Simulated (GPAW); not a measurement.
# 1T-SiSSe monolayer: simulated STM images

Wanted: filled- and empty-state images of 1T-SiSSe monolayer, with its work function.

Calculated with GPAW 26.7.0; GPAW, PAW setups; layer in a repeated cell with vacuum, relaxation of atoms and in-plane cell, in the first sound run; inputs show where later runs differ.

## (1) The starting structure

The cell holds 3 atoms: 1 Se, 1 Si and 1 S. Its edges and angles: a = 3.405 Å, b = 3.405 Å, c = 17.924 Å, α = 90.0°, β = 90.0°, γ = 120.0°. Vacuum lies along c.

Structure file:

```
Se Si S
1.0
     3.40500    0.00000    0.00000
    -1.70250    2.94882    0.00000
     0.00000    0.00000   17.92360
Se Si S
1 1 1
Direct
  0.66667 0.33333 0.44634
  0.00000 0.00000 0.50376
  0.33333 0.66667 0.55366
```

## (2) Relaxation

The atoms are relaxed first, since the surface dipole, and with it the work function, follows the positions of the outer layers.

File run.py:

```python
import json
import numpy as np
from ase import Atoms
from ase.filters import FrechetCellFilter
from ase.optimize import BFGS
from gpaw import GPAW, PW

slab = Atoms(
    ['Se', 'Si', 'S'],
    positions=[
        [1.70250, 0.98294, 8.00000],
        [0.00000, 0.00000, 9.02922],
        [-0.00000, 1.96588, 9.92364]],
    cell=[[3.405, 0.0, 0.0], [-1.7025, 2.94882, 0.0], [0.0, 0.0, 17.9236]],
    pbc=[True, True, True])

slab.calc = GPAW(mode=PW(600), xc='PBE', kpts={'size': (9, 9, 1), 'gamma': True},
                 occupations={'name': 'fermi-dirac', 'width': 0.05}, nbands='200%',
                 convergence={'density': 1e-05}, maxiter=200,
                 symmetry={'tolerance': 1e-3}, txt='slab.txt')
result = {}
# The in-plane cell is free; stress needs a cell that repeats along all three vectors
path = []
opt = BFGS(FrechetCellFilter(slab, mask=[1, 1, 0, 0, 0, 1]), maxstep=0.2)
opt.attach(lambda: path.append((slab.get_potential_energy(), slab.positions.tolist(), slab.get_forces().tolist())))
result['relaxed'] = bool(opt.run(fmax=0.02, steps=45))
result['path'] = path
result['cell'] = slab.cell.tolist()
print('in-plane lattice', slab.cell.cellpar().round(4)[[0, 1, 5]])
energy = slab.get_potential_energy()
fermi = slab.calc.get_fermi_level()
v = slab.calc.get_electrostatic_potential().mean((0, 1)) - fermi
n = slab.calc.get_pseudo_density().mean((0, 1))
L = slab.cell[2, 2]
z = np.arange(len(v)) * L / len(v)
low, high = slab.positions[:, 2].min(), slab.positions[:, 2].max()
below, above = np.interp([low - 5.8, high + 5.8], z, v)
slopes = [np.interp(x, z, np.gradient(v, z)) for x in (low - 5.8, high + 5.8)]
eps = np.array([[slab.calc.get_eigenvalues(k, s) for k in range(len(slab.calc.get_ibz_k_points()))]
                for s in range(slab.calc.get_number_of_spins())]) - fermi
top, bottom = eps[eps < 0].max(), eps[eps > 0].min()
dipole = slab.get_dipole_moment()[2]
print(f'energy {energy:.4f} eV, Fermi level {fermi:.4f} eV, dipole {dipole:.5f} e A')
print(f'potential 5.8 A off the faces, from the Fermi level: lower {below:.4f} eV, upper {above:.4f} eV')
print(f'slope of the potential there: lower {slopes[0]:.5f}, upper {slopes[1]:.5f} eV/A')
print(f'nearest levels on the mesh: {top:.4f} and {bottom:.4f} eV')
print('magnetic moment', round(slab.get_magnetic_moment(), 3))
result.update(energy=energy, fermi=fermi, dipole=dipole, below=below, above=above, slopes=slopes, edges=[top, bottom],
              z=z.tolist(), v=v.tolist(), n=n.tolist(), positions=slab.positions.tolist(),
              forces=slab.get_forces(apply_constraint=False).tolist(), moments=slab.get_magnetic_moments().tolist())
json.dump(result, open('result.json', 'w'))
```

Started as:

```
$ OMP_NUM_THREADS=1 OPENBLAS_NUM_THREADS=1 python run.py
```

Output:

```text
Step          Energy          fmax
BFGS:    0      -11.632785        6.494806
BFGS:    1      -12.853180        4.198452
BFGS:    2      -13.834727        1.800983
BFGS:    3      -13.982863        0.919539
BFGS:    4      -14.044921        1.030882
BFGS:    5      -14.103786        0.953542
BFGS:    6      -14.165616        0.605215
BFGS:    7      -14.203768        0.483515
BFGS:    8      -14.212891        0.236756
BFGS:    9      -14.213981        0.091304
BFGS:   10      -14.214257        0.008795
in-plane lattice [  3.4096   3.4096 120.    ]
energy -14.2142 eV, Fermi level -1.6592 eV, dipole -0.02566 e A
potential 5.8 A off the faces, from the Fermi level: lower 5.4124 eV, upper 5.5042 eV
slope of the potential there: lower -0.02579, upper -0.02577 eV/A
nearest levels on the mesh: -0.3859 and 0.3779 eV
magnetic moment 0.0
```

Elapsed: 2.3 min, on 1 thread of Intel Xeon Platinum 8488C (Sapphire Rapids), shared host; peak memory 0.3 GiB.

Numbers from this step:

```
dipole along the normal                    : -0.02566 e·Å
levels nearest the Fermi level on the mesh : -0.3859, 0.3779 eV from the Fermi level
```

Table of electrostatic potential energy of an electron (without an applied field's), less the Fermi level, planar mean by z:

z (Å), electrostatic potential energy of an electron (without an applied field's), less the Fermi level, planar mean (eV) and a bar from the least value:
```
        0        5.5 ##############################
        1        5.4 ##############################
        2        5.4 ##############################
        3        5.4 ##############################
        4        5.4 ##############################
        5        5.3 ##############################
        6        4.8 #############################
        7       -3.4 ###############
        8       -9.8 #####
        9      -12.7 
       10      -10.5 ####
       11       -0.1 #####################
       12        5.4 ##############################
       13        5.6 ##############################
       14        5.6 ##############################
       15        5.5 ##############################
       16        5.5 ##############################
       17        5.5 ##############################
```

The pseudo valence density, planar mean oscillates, so the rows of the table below give means over windows of 1 Å about each position, cut where the curve ends. Its maxima inside the range that stand out by 2 % of the span (Å: e/Å³): 7.2: 0.362, 8.0: 0.455, 9.9: 0.460, 10.6: 0.367. Its minima: 7.5: 0.214, 9.0: 0.218, 10.4: 0.348.

Pseudo valence density, planar mean against z; means over each step:

| z (Å) | pseudo valence density, planar mean (e/Å³) |
| --- | --- |
| 3 | 4.4e-6 |
| 4 | 8.5e-5 |
| 5 | 0.00168 |
| 6 | 0.0332 |
| 7 | 0.255 |
| 8 | 0.364 |
| 9 | 0.271 |
| 10 | 0.407 |
| 11 | 0.236 |
| 12 | 0.0214 |
| 13 | 9.4e-4 |
| 14 | 4.3e-5 |

The relaxation lowered the energy of the cell by 2.58 eV (energies extrapolated to zero smearing; the optimiser's log prints free energies). The largest force left on a free atom is 0.0088 eV/Å.

## (3) The slab's potential

With the geometry fixed, the planar mean of the potential gives the vacuum level on each side.

This step: GPAW, PAW setups; slab in vacuum (GPAW 26.7.0).

The cell differs from the one that the last finished run ended in (c 17.924 → 18.762 Å).

File run.py:

```python
import json
import numpy as np
from ase import Atoms
from ase.dft.stm import STM
from gpaw import GPAW, PW

slab = Atoms(
    ['Se', 'Si', 'S'],
    positions=[
        [1.70481, 0.98427, 8.00000],
        [0.00000, -0.00000, 9.45658],
        [-0.00000, 1.96854, 10.76174]],
    cell=[[3.40961, -0.0, 0.0], [-1.70481, 2.95282, 0.0], [0.0, 0.0, 18.7617]],
    pbc=[True, True, False])

slab.calc = GPAW(mode=PW(400), xc='PBE', kpts={'size': (9, 9, 1), 'gamma': True},
                 occupations={'name': 'fermi-dirac', 'width': 0.05}, nbands='200%',
                 convergence={'density': 1e-05}, maxiter=200,
                 poissonsolver={'dipolelayer': 'xy'},
                 symmetry={'tolerance': 1e-3}, txt='slab.txt')
result = {}
energy = slab.get_potential_energy()
fermi = slab.calc.get_fermi_level()
v = slab.calc.get_electrostatic_potential().mean((0, 1)) - fermi
n = slab.calc.get_pseudo_density().mean((0, 1))
L = slab.cell[2, 2]
z = np.arange(len(v)) * L / len(v)
low, high = slab.positions[:, 2].min(), slab.positions[:, 2].max()
below, above = np.interp([low - 5.8, high + 5.8], z, v)
slopes = [np.interp(x, z, np.gradient(v, z)) for x in (low - 5.8, high + 5.8)]
eps = np.array([[slab.calc.get_eigenvalues(k, s) for k in range(len(slab.calc.get_ibz_k_points()))]
                for s in range(slab.calc.get_number_of_spins())]) - fermi
top, bottom = eps[eps < 0].max(), eps[eps > 0].min()
dipole = slab.get_dipole_moment()[2]
print(f'energy {energy:.4f} eV, Fermi level {fermi:.4f} eV, dipole {dipole:.5f} e A')
print(f'potential 5.8 A off the faces, from the Fermi level: lower {below:.4f} eV, upper {above:.4f} eV')
print(f'slope of the potential there: lower {slopes[0]:.5f}, upper {slopes[1]:.5f} eV/A')
print(f'nearest levels on the mesh: {top:.4f} and {bottom:.4f} eV')
print('magnetic moment', round(slab.get_magnetic_moment(), 3))
result.update(energy=energy, fermi=fermi, dipole=dipole, below=below, above=above, slopes=slopes, edges=[top, bottom],
              z=z.tolist(), v=v.tolist(), n=n.tolist(), positions=slab.positions.tolist(),
              forces=slab.get_forces(apply_constraint=False).tolist(), moments=slab.get_magnetic_moments().tolist())

# Images need the states of the whole zone, up to time reversal
slab.calc = slab.calc.fixed_density(symmetry={'point_group': False}, txt='states.txt', nbands='260%',
                                    convergence={'bands': 'CBM+0.8'})
stm = STM(slab)
result['stm'] = []
for bias in [-0.5, 0.5]:
    height = high + 4.0
    current = stm.get_averaged_current(bias, height)
    x, y, h = stm.scan(bias, current)
    i, f = divmod(height / L * stm.ldos.shape[2], 1)
    I = abs((1 - f) * stm.ldos[:, :, int(i)] + f * stm.ldos[:, :, int(i) + 1])
    print(f'bias {bias} V: mean current at 4.0 A {current:.4e}, corrugation {np.ptp(h):.4f} A')
    result['stm'].append(dict(bias=bias, current=current, h=(h - high).tolist(), I=I.tolist()))
json.dump(result, open('result.json', 'w'))
```

Output:

```text
energy -14.1928 eV, Fermi level -1.8317 eV, dipole -0.01873 e A
potential 5.8 A off the faces, from the Fermi level: lower 5.2929 eV, upper 5.6309 eV
slope of the potential there: lower -0.00003, upper 0.00000 eV/A
nearest levels on the mesh: -0.3870 and 0.3790 eV
magnetic moment 0.0
bias -0.5 V: mean current at 4.0 A 1.3491e-10, corrugation 15.1279 A
bias 0.5 V: mean current at 4.0 A 8.2319e-08, corrugation 0.6863 A
```

It took 20 s on 1 thread; peak memory 0.28 GiB.

Numbers from this step:

```
dipole along the normal                    : -0.01873 e·Å
levels nearest the Fermi level on the mesh : -0.3870, 0.3790 eV from the Fermi level
upper work function                        : 5.631 eV
lower work function                        : 5.293 eV
corrugation 0.5                            : 0.6863 Å
upper ionisation energy                    : 6.018 eV
```

The electrostatic potential energy of an electron (without an applied field's), less the Fermi level, planar mean by z:

| z (Å) | electrostatic potential energy of an electron (without an applied field's), less the Fermi level, planar mean (eV) |
| --- | --- |
| 0.0 | 5.46 |
| 0.5 | 5.29 |
| 1.0 | 5.29 |
| 1.5 | 5.29 |
| 2.0 | 5.29 |
| 2.5 | 5.29 |
| 3.0 | 5.29 |
| 3.5 | 5.29 |
| 4.0 | 5.29 |
| 4.5 | 5.29 |
| 5.0 | 5.29 |
| 5.5 | 5.26 |
| 6.0 | 5.16 |
| 6.5 | 4.70 |
| 7.0 | 2.66 |
| 7.5 | -5.48 |
| 8.0 | -18.9 |
| 8.5 | -8.17 |
| 9.0 | -7.36 |
| 9.5 | -12.7 |
| 10.0 | -7.05 |
| 10.5 | -12.4 |
| 11.0 | -11.3 |
| 11.5 | 1.08 |
| 12.0 | 4.67 |
| 12.5 | 5.43 |
| 13.0 | 5.59 |
| 13.5 | 5.62 |
| 14.0 | 5.63 |
| 14.5 | 5.63 |
| 15.0 | 5.63 |
| 15.5 | 5.63 |
| 16.0 | 5.63 |
| 16.5 | 5.63 |
| 17.0 | 5.63 |
| 17.5 | 5.63 |
| 18.0 | 5.63 |
| 18.5 | 5.58 |

The pseudo valence density, planar mean oscillates, so the rows of the table below give means over windows of 1 Å about each position, cut where the curve ends. Its maxima inside the range that stand out by 2 % of the span (Å: e/Å³): 7.5: 0.344, 8.5: 0.445, 10.4: 0.462, 11.0: 0.369. Its minima: 7.9: 0.218, 9.4: 0.220, 10.8: 0.348.

The pseudo valence density, planar mean by z; means over each step:

z (Å), pseudo valence density, planar mean (e/Å³) and a bar:
```
        4      0.000 
        5      0.000 
        6      0.010 #
        7      0.148 ############
        8      0.327 ###########################
        9      0.321 ###########################
       10      0.360 ##############################
       11      0.344 #############################
       12      0.074 ######
       13      0.003 
       14      0.000 
       15      0.000
```

Tip height over the top atom over a1 and a2. Sample bias 0.5 V, constant current at the mean current 4.0 Å over the top atom.

Values in Å, 16 rows by 16 columns:
```
3.92 3.92 3.93 3.94 3.95 3.94 3.94 3.93 3.93 3.94 3.94 3.95 3.94 3.93 3.92 3.92
3.93 3.93 3.93 3.90 3.86 3.85 3.82 3.81 3.82 3.85 3.86 3.90 3.93 3.93 3.93 3.94
3.95 3.94 3.90 3.82 3.79 3.75 3.72 3.72 3.75 3.79 3.82 3.90 3.94 3.95 3.97 3.97
3.98 3.95 3.86 3.79 3.71 3.61 3.58 3.61 3.71 3.79 3.86 3.95 3.98 4.00 4.01 4.00
4.00 3.94 3.85 3.75 3.61 3.52 3.52 3.61 3.75 3.85 3.94 4.00 4.03 4.05 4.05 4.03
4.01 3.94 3.82 3.72 3.58 3.52 3.58 3.72 3.82 3.94 4.01 4.05 4.09 4.11 4.09 4.05
4.02 3.93 3.81 3.72 3.61 3.61 3.72 3.81 3.93 4.02 4.08 4.12 4.15 4.15 4.12 4.08
4.02 3.93 3.82 3.75 3.71 3.75 3.82 3.93 4.02 4.10 4.14 4.17 4.19 4.17 4.14 4.10
4.02 3.94 3.85 3.79 3.79 3.85 3.94 4.02 4.10 4.14 4.17 4.20 4.20 4.17 4.14 4.10
4.01 3.94 3.86 3.82 3.86 3.94 4.01 4.08 4.14 4.17 4.20 4.21 4.20 4.17 4.14 4.08
4.00 3.95 3.90 3.90 3.95 4.00 4.05 4.12 4.17 4.20 4.21 4.21 4.20 4.17 4.12 4.05
3.98 3.94 3.93 3.94 3.98 4.03 4.09 4.15 4.19 4.20 4.20 4.20 4.19 4.15 4.09 4.03
3.95 3.93 3.93 3.95 4.00 4.05 4.11 4.15 4.17 4.17 4.17 4.17 4.15 4.11 4.05 4.00
3.93 3.92 3.93 3.97 4.01 4.05 4.09 4.12 4.14 4.14 4.14 4.12 4.09 4.05 4.01 3.97
3.92 3.92 3.94 3.97 4.00 4.03 4.05 4.08 4.10 4.10 4.08 4.05 4.03 4.00 3.97 3.94
3.93 3.92 3.93 3.95 3.98 4.00 4.01 4.02 4.02 4.02 4.01 4.00 3.98 3.95 3.93 3.92
```
Columns: a1 from 0 to 0.938; rows upwards: a2 from 0 to 0.938.

Local density of states summed over the bias window over a1 and a2. Sample bias 0.5 V, constant height 4.0 Å over the top atom.

Ten even steps from '_' (0.20 × 1e-7 arbitrary) to '@' (1.66 × 1e-7 arbitrary):
```
--::------------------------::--
------::::::::..::::::::--------
----::................::--------
----::..__________..::----======
==--::..________..::--====++++==
==--::..______..::--==++******++
==--....____....--==++**####**++
==--::..__..::--==**####%%####**
==--::....::--==**##%%@@@@%%##**
==--::..::--==++##%%@@@@@@%%##++
==--::::--==++**##@@@@@@@@##**++
----------==**##%%@@@@@@%%##**==
--------==++**####%%%%####**++==
--::----==++****######****++==--
--------====++++****++++====----
----------==============--------
```
Columns: a1 from 0 to 0.938; rows upwards: a2 from 0 to 0.938.

The layer is gapped, so the Fermi level lies somewhere inside the gap, set by smearing and numerics, and these work functions are no property of the material; the band edges below the vacuum level are. The potential is flat to 3.3e-5 eV/Å where it is read, so the vacuum is wide enough. At -0.5 V the search found no usable constant-current contour near the set height, so the printed corrugation is no image; it is left out.

## (4) A changed run

One more run, with changed settings.

Edit run.py of step 3 so:

```diff
@@ -3,3 +3,2 @@
 from ase import Atoms
-from ase.dft.stm import STM
 from gpaw import GPAW, PW
@@ -15,5 +14,5 @@
 
-slab.calc = GPAW(mode=PW(400), xc='PBE', kpts={'size': (9, 9, 1), 'gamma': True},
+slab.calc = GPAW(mode=PW(400), xc='pbe96', kpts={'size': (9, 9, 1), 'gamma': True},
                  occupations={'name': 'fermi-dirac', 'width': 0.05}, nbands='200%',
-                 convergence={'density': 1e-05}, maxiter=200,
+                 convergence={'density': 1e-05}, maxiter=100,
                  poissonsolver={'dipolelayer': 'xy'},
@@ -42,16 +41,2 @@
               forces=slab.get_forces(apply_constraint=False).tolist(), moments=slab.get_magnetic_moments().tolist())
-
-# Images need the states of the whole zone, up to time reversal
-slab.calc = slab.calc.fixed_density(symmetry={'point_group': False}, txt='states.txt', nbands='260%',
-                                    convergence={'bands': 'CBM+0.8'})
-stm = STM(slab)
-result['stm'] = []
-for bias in [-0.5, 0.5]:
-    height = high + 4.0
-    current = stm.get_averaged_current(bias, height)
-    x, y, h = stm.scan(bias, current)
-    i, f = divmod(height / L * stm.ldos.shape[2], 1)
-    I = abs((1 - f) * stm.ldos[:, :, int(i)] + f * stm.ldos[:, :, int(i) + 1])
-    print(f'bias {bias} V: mean current at 4.0 A {current:.4e}, corrugation {np.ptp(h):.4f} A')
-    result['stm'].append(dict(bias=bias, current=current, h=(h - high).tolist(), I=I.tolist()))
 json.dump(result, open('result.json', 'w'))
```

Output:

```text
NameError: Unknown functional: pbe96.
```

Wall time 0.56 s (1 thread); peak memory 0.1 GiB.

The input was rejected at the start.

The program's message: “NameError: Unknown functional: pbe96.”

The change that led to it: xc = "pbe96".

## (5) Results

```json
{
 "work function, upper and lower face (Fermi level placed in the gap by the smearing)": "5.631 and 5.293 eV",
 "ionisation energy from the upper face (highest filled level on the mesh)": "6.02 eV",
 "electron affinity from the upper face (lowest empty Kohn-Sham level on the mesh)": "5.25 eV",
 "dipole along the normal": "-0.0187 e Å",
 "corrugation at 0.5 V": "0.686 Å"
}
```

What this shows: At 0.5 V the tip height varies by 0.69 Å over the cell. Negative sample bias images filled states, positive bias empty ones. The two faces differ by 0.34 eV, the step that the slab's dipole makes (e p/(ε0 A) gives 0.34 eV), so the dipole layer is needed. The levels nearest the Fermi level on the mesh lie 0.766 eV apart, so the slab is gapped there: the smearing puts the Fermi level inside the gap, and from either face the ionisation energy is the work function plus 0.39 eV. Both are Kohn-Sham levels on the mesh, and semilocal gaps are too small, so the affinity tends to come out too large and the ionisation energy too small. The images are of Tersoff-Hamann type: an s-wave tip, no tip-sample forces, heights closer than in a microscope. The relaxation of atoms and cell ran in a fully periodic cell without the dipole layer, so the atoms of this polar layer felt a small spurious field. Biases count from a Fermi level whose place in the gap is arbitrary, so only their reach past the band edges has a meaning. The layer's cell and atoms come from the relaxation; spin-orbit coupling and temperature are left out.

[Logs are printed without paths, hosts, clocks, repeated set-up lines and the standing remarks that a program may print on its own settings, such as how far it seeks lower states.]

[Hosts, paths, dates, database ids (printed as entryN), source tags and the programs' standing remarks are cut or masked in the printed files.]
